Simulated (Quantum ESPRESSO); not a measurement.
# 1T-SnSe2, 1 layer: a series in biaxial strain, part 5 of 6

Wanted: a table for 1T-SnSe2, 1 layer against biaxial strain, and what can be fitted to it.

Quantum ESPRESSO 7.5; plane-wave DFT, PBE, GBRV ultrasoft pseudopotentials.

So far. Step 6 (Band structure, -4 %): Along this path the valence top lies near Γ and the conduction bottom at M. Step 7 (Relaxing the ions, -3 %): The relaxation lowers the energy by 5 meV an atom.

**9. Relaxation with pw.x, 3 %**

The input, m7.relax.in:

```
&control
  prefix = 'm7.relax'
  outdir = './out'
  pseudo_dir = './pseudo'
  nstep = 40
  forc_conv_thr = 0.0003
  calculation = 'relax'
  tstress = .true.
/
&system
  ibrav = 0
  nat = 3
  ntyp = 2
  ecutwfc = 50
  ecutrho = 250
  occupations = 'smearing'
  smearing = 'fd'
  degauss = 0.002
/
&electrons
  conv_thr = 1e-09
  mixing_beta = 0.4
  electron_maxstep = 120
  mixing_mode = 'plain'
/
&ions
/
ATOMIC_SPECIES
  Se  78.9710  se_pbe_v1.uspp.F.UPF
  Sn  118.7100  sn_pbe_v1.4.uspp.F.UPF
CELL_PARAMETERS angstrom
  3.95899490934000 0.00000000000000 0.00000000000000
  -1.97949745467000 3.42859016445000 0.00000000000000
  0.00000000000000 0.00000000000000 17.11048904300000
ATOMIC_POSITIONS crystal
  Se  0.666666666700 0.333333333300 0.406276276500
  Sn  0.000000000000 0.000000000000 0.500000000000
  Se  0.333333333300 0.666666666700 0.593723723500
K_POINTS automatic
  12 12 1 0 0 0
```

Run with:

```sh
OMP_NUM_THREADS=1 mpirun -n 4 pw.x -nk 4 -in m7.relax.in > m7.relax.out
```

The log of the run:

```text
[banner, memory and clock lines left out]
Program PWSCF v.7.5 starts
[...]
Message from routine setup:
[...]
number of electrons       =        26.00
     number of Kohn-Sham states=           17
     kinetic-energy cutoff     =      50.0000  Ry
     charge density cutoff     =     250.0000  Ry
[...]
number of k points=    19  Fermi-Dirac smearing, width (Ry)=  0.0020
[...]
Dense  grid:   104545 G-vectors     FFT dimensions: (  40,  40, 180)
[...]
negative rho (up, down):  1.701E-04 0.000E+00
     Starting wfcs are   17 randomized atomic wfcs
[...]
negative rho (up, down):  5.081E-05 0.000E+00
[...]
estimated scf accuracy    <       0.48903698 Ry
[...]
negative rho (up, down):  1.005E-04 0.000E+00
[...]
estimated scf accuracy    <       0.07848441 Ry
[...]
negative rho (up, down):  1.581E-04 0.000E+00
[...]
estimated scf accuracy    <       0.00781221 Ry
[...]
negative rho (up, down):  2.158E-04 0.000E+00
[...]
estimated scf accuracy    <       0.00156262 Ry
[...]
negative rho (up, down):  2.369E-04 0.000E+00
[...]
estimated scf accuracy    <       0.00011221 Ry
[...]
negative rho (up, down):  2.424E-04 0.000E+00
[...]
estimated scf accuracy    <       0.00004533 Ry
[...]
negative rho (up, down):  2.457E-04 0.000E+00
[...]
estimated scf accuracy    <       0.00000544 Ry
[...]
negative rho (up, down):  2.485E-04 0.000E+00
[...]
estimated scf accuracy    <       0.00000125 Ry
[...]
negative rho (up, down):  2.501E-04 0.000E+00
[...]
estimated scf accuracy    <       0.00000002 Ry
[...]
negative rho (up, down):  2.511E-04 0.000E+00
[...]
estimated scf accuracy    <       0.00000001 Ry
[...]
negative rho (up, down):  2.524E-04 0.000E+00
[...]
the Fermi energy is    -1.5729 ev
!    total energy              =    -246.52046158 Ry
     estimated scf accuracy    <          2.2E-10 Ry
     smearing contrib. (-TS)   =      -0.00000000 Ry
     internal energy E=F+TS    =    -246.52046157 Ry
[...]
one-electron contribution =    -600.95809517 Ry
     hartree contribution      =     307.52625404 Ry
     xc contribution           =    -102.31849556 Ry
     ewald contribution        =     149.22987511 Ry
     convergence has been achieved in  11 iterations
     negative rho (up, down):  2.524E-04 0.000E+00
[...]
Total force =     0.016564     Total SCF correction =     0.000014
[...]
negative rho (up, down):  2.524E-04 0.000E+00
[...]
negative rho (up, down):  2.545E-04 0.000E+00
[...]
negative rho (up, down):  2.532E-04 0.000E+00
[...]
estimated scf accuracy    <       0.00000420 Ry
[...]
negative rho (up, down):  2.526E-04 0.000E+00
[...]
estimated scf accuracy    <       0.00000095 Ry
[...]
negative rho (up, down):  2.525E-04 0.000E+00
[...]
estimated scf accuracy    <       0.00000006 Ry
[...]
negative rho (up, down):  2.525E-04 0.000E+00
[...]
estimated scf accuracy    <       0.00000001 Ry
[...]
negative rho (up, down):  2.525E-04 0.000E+00
[...]
estimated scf accuracy    <          1.7E-09 Ry
[...]
negative rho (up, down):  2.525E-04 0.000E+00
[...]
the Fermi energy is    -1.5750 ev
!    total energy              =    -246.52071373 Ry
     estimated scf accuracy    <          6.1E-10 Ry
     smearing contrib. (-TS)   =      -0.00000000 Ry
     internal energy E=F+TS    =    -246.52071373 Ry
[...]
one-electron contribution =    -601.90475930 Ry
     hartree contribution      =     307.99617891 Ry
     xc contribution           =    -102.32412853 Ry
     ewald contribution        =     149.71199520 Ry
     convergence has been achieved in   6 iterations
     negative rho (up, down):  2.525E-04 0.000E+00
[...]
Total force =     0.013864     Total SCF correction =     0.000042
[...]
negative rho (up, down):  2.525E-04 0.000E+00
[...]
WARNING: bfgs curvature condition failed, Theta= 0.956
[...]
negative rho (up, down):  2.549E-04 0.000E+00
[...]
negative rho (up, down):  2.534E-04 0.000E+00
[...]
estimated scf accuracy    <       0.00000517 Ry
[...]
negative rho (up, down):  2.529E-04 0.000E+00
[...]
estimated scf accuracy    <       0.00000116 Ry
[...]
negative rho (up, down):  2.527E-04 0.000E+00
[...]
estimated scf accuracy    <       0.00000008 Ry
[...]
negative rho (up, down):  2.527E-04 0.000E+00
[...]
estimated scf accuracy    <       0.00000002 Ry
[...]
negative rho (up, down):  2.528E-04 0.000E+00
[...]
estimated scf accuracy    <          2.1E-09 Ry
[...]
negative rho (up, down):  2.528E-04 0.000E+00
[...]
estimated scf accuracy    <          5.8E-10 Ry
[...]
negative rho (up, down):  2.528E-04 0.000E+00
[...]
the Fermi energy is    -1.5773 ev
!    total energy              =    -246.52093918 Ry
     estimated scf accuracy    <          1.7E-11 Ry
     smearing contrib. (-TS)   =      -0.00000000 Ry
     internal energy E=F+TS    =    -246.52093918 Ry
[...]
one-electron contribution =    -602.94626467 Ry
     hartree contribution      =     308.51339688 Ry
     xc contribution           =    -102.33036432 Ry
     ewald contribution        =     150.24229293 Ry
     convergence has been achieved in   7 iterations
     negative rho (up, down):  2.528E-04 0.000E+00
[...]
Total force =     0.010875     Total SCF correction =     0.000005
[...]
negative rho (up, down):  2.528E-04 0.000E+00
[...]
negative rho (up, down):  2.572E-04 0.000E+00
[...]
negative rho (up, down):  2.543E-04 0.000E+00
[...]
estimated scf accuracy    <       0.00001150 Ry
[...]
negative rho (up, down):  2.534E-04 0.000E+00
[...]
estimated scf accuracy    <       0.00000263 Ry
[...]
negative rho (up, down):  2.534E-04 0.000E+00
[...]
estimated scf accuracy    <       0.00000014 Ry
[...]
negative rho (up, down):  2.535E-04 0.000E+00
[...]
estimated scf accuracy    <       0.00000003 Ry
[...]
negative rho (up, down):  2.536E-04 0.000E+00
[...]
estimated scf accuracy    <          4.4E-09 Ry
[...]
negative rho (up, down):  2.537E-04 0.000E+00
[...]
estimated scf accuracy    <          1.0E-09 Ry
[...]
negative rho (up, down):  2.537E-04 0.000E+00
[...]
estimated scf accuracy    <          4.1E-11 Ry
[...]
negative rho (up, down):  2.539E-04 0.000E+00
[...]
the Fermi energy is    -1.5807 ev
!    total energy              =    -246.52117457 Ry
     estimated scf accuracy    <          3.2E-12 Ry
     smearing contrib. (-TS)   =      -0.00000000 Ry
     internal energy E=F+TS    =    -246.52117457 Ry
[...]
one-electron contribution =    -604.50758066 Ry
     hartree contribution      =     309.28850368 Ry
     xc contribution           =    -102.33974985 Ry
     ewald contribution        =     151.03765226 Ry
     convergence has been achieved in   8 iterations
     negative rho (up, down):  2.539E-04 0.000E+00
[...]
Total force =     0.006338     Total SCF correction =     0.000003
[...]
negative rho (up, down):  2.539E-04 0.000E+00
[...]
negative rho (up, down):  2.611E-04 0.000E+00
[...]
negative rho (up, down):  2.560E-04 0.000E+00
[...]
estimated scf accuracy    <       0.00002243 Ry
[...]
negative rho (up, down):  2.549E-04 0.000E+00
[...]
estimated scf accuracy    <       0.00000514 Ry
[...]
negative rho (up, down):  2.550E-04 0.000E+00
[...]
estimated scf accuracy    <       0.00000029 Ry
[...]
negative rho (up, down):  2.552E-04 0.000E+00
[...]
estimated scf accuracy    <       0.00000006 Ry
[...]
negative rho (up, down):  2.555E-04 0.000E+00
[...]
estimated scf accuracy    <          7.8E-09 Ry
[...]
negative rho (up, down):  2.557E-04 0.000E+00
[...]
estimated scf accuracy    <          1.4E-09 Ry
[...]
negative rho (up, down):  2.558E-04 0.000E+00
[...]
estimated scf accuracy    <          9.4E-11 Ry
[...]
negative rho (up, down):  2.561E-04 0.000E+00
[...]
the Fermi energy is    -1.5852 ev
!    total energy              =    -246.52129419 Ry
     estimated scf accuracy    <          4.5E-12 Ry
     smearing contrib. (-TS)   =      -0.00000000 Ry
     internal energy E=F+TS    =    -246.52129419 Ry
[...]
one-electron contribution =    -606.68743701 Ry
     hartree contribution      =     310.37058754 Ry
     xc contribution           =    -102.35296732 Ry
     ewald contribution        =     152.14852259 Ry
     convergence has been achieved in   8 iterations
     negative rho (up, down):  2.561E-04 0.000E+00
[...]
Total force =     0.000090     Total SCF correction =     0.000002
[...]
negative rho (up, down):  2.561E-04 0.000E+00
[...]
negative rho (up, down):  2.561E-04 0.000E+00
[...]
negative rho (up, down):  2.561E-04 0.000E+00
[...]
estimated scf accuracy    <          4.3E-09 Ry
[...]
negative rho (up, down):  2.561E-04 0.000E+00
[...]
estimated scf accuracy    <          1.0E-09 Ry
[...]
negative rho (up, down):  2.560E-04 0.000E+00
[...]
estimated scf accuracy    <          5.0E-11 Ry
[...]
negative rho (up, down):  2.560E-04 0.000E+00
[...]
the Fermi energy is    -1.5851 ev
!    total energy              =    -246.52129422 Ry
     estimated scf accuracy    <          5.6E-12 Ry
     smearing contrib. (-TS)   =      -0.00000000 Ry
     internal energy E=F+TS    =    -246.52129422 Ry
[...]
one-electron contribution =    -606.65709338 Ry
     hartree contribution      =     310.35554201 Ry
     xc contribution           =    -102.35278487 Ry
     ewald contribution        =     152.13304202 Ry
     convergence has been achieved in   4 iterations
     negative rho (up, down):  2.560E-04 0.000E+00
[...]
Total force =     0.000002     Total SCF correction =     0.000000
[...]
negative rho (up, down):  2.560E-04 0.000E+00
[...]
```

It took 2.2 min on 4 MPI ranks of Arm Neoverse V1, shared host; peak memory 0.74 GiB; 8.8 min of CPU time.

The steps of the relaxation:

```
step  energy less that of the first step (eV)  largest force (eV/Å)
   1                                   0.0000                0.3011
   2                                  -0.0034                0.2521
   3                                  -0.0065                0.1977
   4                                  -0.0097                0.1152
   5                                  -0.0113                0.0016
   6                                  -0.0113                0.0000
```

The atoms that moved most (Å):

```csv
atom,dx,dy,dz,length
Se1,0.000,0.000,0.037,0.037
Se3,0.000,0.000,-0.037,0.037
```

Final coordinates:

```xyz
3
Lattice="3.9590 0.0000 0.0000 -1.9795 3.4286 0.0000 0.0000 0.0000 17.1105" Properties=species:S:1:pos:R:3
Se    1.9795    1.1429    6.9889
Sn    0.0000    0.0000    8.5552
Se    0.0000    2.2857   10.1216
```

The relaxation lowers the energy by 4 meV an atom.

This step gave:

| Property | Result |
| --- | --- |
| free energy | -3354.0931 eV |
| Fermi energy | -1.585 eV |

**10. Ground state, 3 %**

The input, m7.scf.in:

```
&control
  prefix = 'm7.scf'
  outdir = './out'
  pseudo_dir = './pseudo'
  calculation = 'scf'
  tprnfor = .true.
/
&system
  ibrav = 0
  nat = 3
  ntyp = 2
  ecutwfc = 40
  ecutrho = 200
  occupations = 'smearing'
  smearing = 'fd'
  degauss = 0.002
  nbnd = 17
/
&electrons
  conv_thr = 1e-09
  mixing_beta = 0.4
  electron_maxstep = 120
  mixing_mode = 'plain'
/
ATOMIC_SPECIES
  Se  78.9710  se_pbe_v1.uspp.F.UPF
  Sn  118.7100  sn_pbe_v1.4.uspp.F.UPF
CELL_PARAMETERS angstrom
  3.95899490934000 0.00000000000000 0.00000000000000
  -1.97949745467000 3.42859016445000 0.00000000000000
  0.00000000000000 0.00000000000000 17.11048904300000
ATOMIC_POSITIONS crystal
  Se  0.666666666700 0.333333333300 0.408458015700
  Sn  0.000000000000 0.000000000000 0.500000000000
  Se  0.333333333300 0.666666666700 0.591541984300
K_POINTS automatic
  12 12 1 0 0 0
```

Run with:

```sh
OMP_NUM_THREADS=1 mpirun -n 4 pw.x -nk 4 -in m7.scf.in > m7.scf.out
```

The log of the run:

```text
[banner, memory and clock lines left out]
Program PWSCF v.7.5 starts
[...]
Message from routine setup:
[...]
number of electrons       =        26.00
     number of Kohn-Sham states=           17
     kinetic-energy cutoff     =      40.0000  Ry
     charge density cutoff     =     200.0000  Ry
[...]
number of k points=    19  Fermi-Dirac smearing, width (Ry)=  0.0020
[...]
Dense  grid:    74941 G-vectors     FFT dimensions: (  36,  36, 150)
[...]
negative rho (up, down):  1.897E-04 0.000E+00
     Starting wfcs are   17 randomized atomic wfcs
[...]
negative rho (up, down):  9.045E-05 0.000E+00
[...]
estimated scf accuracy    <       0.49705631 Ry
[...]
negative rho (up, down):  1.462E-04 0.000E+00
[...]
estimated scf accuracy    <       0.07438612 Ry
[...]
negative rho (up, down):  2.049E-04 0.000E+00
[...]
estimated scf accuracy    <       0.00725595 Ry
[...]
negative rho (up, down):  2.648E-04 0.000E+00
[...]
estimated scf accuracy    <       0.00156629 Ry
[...]
negative rho (up, down):  2.843E-04 0.000E+00
[...]
estimated scf accuracy    <       0.00010025 Ry
[...]
negative rho (up, down):  2.871E-04 0.000E+00
[...]
estimated scf accuracy    <       0.00004751 Ry
[...]
negative rho (up, down):  2.896E-04 0.000E+00
[...]
estimated scf accuracy    <       0.00000619 Ry
[...]
negative rho (up, down):  2.918E-04 0.000E+00
[...]
estimated scf accuracy    <       0.00000067 Ry
[...]
negative rho (up, down):  2.931E-04 0.000E+00
[...]
estimated scf accuracy    <       0.00000003 Ry
[...]
negative rho (up, down):  2.939E-04 0.000E+00
[...]
estimated scf accuracy    <          3.2E-09 Ry
[...]
negative rho (up, down):  2.950E-04 0.000E+00
[...]
the Fermi energy is    -1.5851 ev
!    total energy              =    -246.51484160 Ry
     estimated scf accuracy    <          6.4E-11 Ry
     smearing contrib. (-TS)   =      -0.00000000 Ry
     internal energy E=F+TS    =    -246.51484159 Ry
[...]
one-electron contribution =    -606.65242885 Ry
     hartree contribution      =     310.35901540 Ry
     xc contribution           =    -102.35447010 Ry
     ewald contribution        =     152.13304196 Ry
     convergence has been achieved in  11 iterations
     negative rho (up, down):  2.950E-04 0.000E+00
[...]
Total force =     0.000028     Total SCF correction =     0.000001
[...]
```

It took 18 s on 4 MPI ranks; peak memory 0.4 GiB; 72 s of CPU time.

Numbers from this step:

- free energy: -3354.0053 eV
- valence top, on the run's zero: -2.028 eV
- conduction bottom, on the run's zero: -1.170 eV
- gap by band count: 0.8577 eV

(Part 5 of 6 ends here.)

[Logs are printed without paths, hosts, clocks, repeated set-up lines and the standing remarks that a program may print on its own settings, such as how far it seeks lower states.]

[Hosts, paths, dates, database ids (printed as entryN), source tags and the programs' standing remarks are cut or masked in the printed files.]

[Maps of the electrostatic potential energy from Ansatz leave out the sawtooth potential of an applied field or a dipole correction, so their vacuum need not be flat; planar profiles and work functions include it.]
